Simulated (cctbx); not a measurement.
## Symmetry from intensities

Cell: a = 6.5060 Å, b = 6.5060 Å, c = 6.8040 Å, α = 90.00°, β = 90.00°, γ = 90.00°. Expected content of the cell: Te8 Ti2.

Simulated single-crystal data (cctbx): Ag Kα, λ = 0.56087 Å, to d = 0.75 Å, 70 % of the full sphere, strongest reflection 70000 counts, noise from counting, a 1.5 % proportional error and a noise floor of 4 counts (s.d.); no absorption, some extinction.

Tests on the unmerged data give:

```text
2007 reflections to d = 0.751 A
centring   violations  <I/sigma> of those
    A        828 of  1016     31.0
    B        793 of   981     30.8
    C        907 of  1025     32.4
    I        782 of   978     27.7
    R       1132 of  1342     32.0
    F       1264 of  1511     31.4
Laue class    unique    Rint  (classes that these axes allow; Friedel mates merged)
P -1             1296   0.012
P 1 2/m 1         768   0.013
P 1 1 2/m         765   0.013
P 2/m 1 1         762   0.014
P m m m           454   0.015
P 4/m             393   0.015
P 4/m m m         252   0.015
space group    extra absences  I>4sigma  <I/sigma>
P 4 2 2                 0          0         -  acentric
P 42 2 2                6          0      -0.2  acentric
P 4 m m                 0          0         -  acentric
P 42 c m              170          0       0.1  acentric
P 4 c c               283          0       0.2  acentric
P 42 m c              119          0       0.2  acentric
P -4 2 m                0          0         -  acentric
P -4 2 c              119          0       0.2  acentric
P -4 m 2                0          0         -  acentric
P -4 c 2              170          0       0.1  acentric
P 4/m m m               0          0         -  centric
P 4/m c c             283          0       0.2  centric
P 42/m m c            119          0       0.2  centric
P 42/m c m            170          0       0.1  centric
Wilson B = 0.27 A^2   <|E^2-1|> = 0.818 (0.968 centric, 0.736 acentric)   E^2>4: 3.5 %
shell (A)         n   <I/sigma>
 6.80 - 1.50     42     65.3
 1.50 - 1.19     32     80.8
 1.19 - 1.04     30     81.0
 1.04 - 0.95     28     89.3
 0.95 - 0.88     35     86.7
 0.88 - 0.83     27     91.8
 0.83 - 0.79     29     76.1
 0.79 - 0.75     29     70.3
```

Q: Read the symmetry from these tables.

Every centring test has many violations, so the lattice is primitive.

Rint stays low (0.012 to 0.015) up to P 4/m m m, the highest class in these axes.

14 settings pass the absence test. The most absences obeyed, 283, belong to P 4 c c and P 4/m c c, which absences can't tell apart.

⟨|E²−1|⟩ = 0.818 lies between the two ideal values. The Wilson B of 0.27 Å² means U ≈ 0.0034 Å².

The true group is P4cc (no. 103), Laue class 4/mmm, non-centrosymmetric. The tables only narrow the choice to the tied entries; cell content, site symmetry and trial solutions must settle it.

The model was made for the exercise: a known structure type with other elements put in, its volume estimated, not relaxed; displacement parameters are assumed.

[Logs are printed without paths, hosts, clocks, repeated set-up lines and the standing remarks that a program may print on its own settings, such as how far it seeks lower states.]
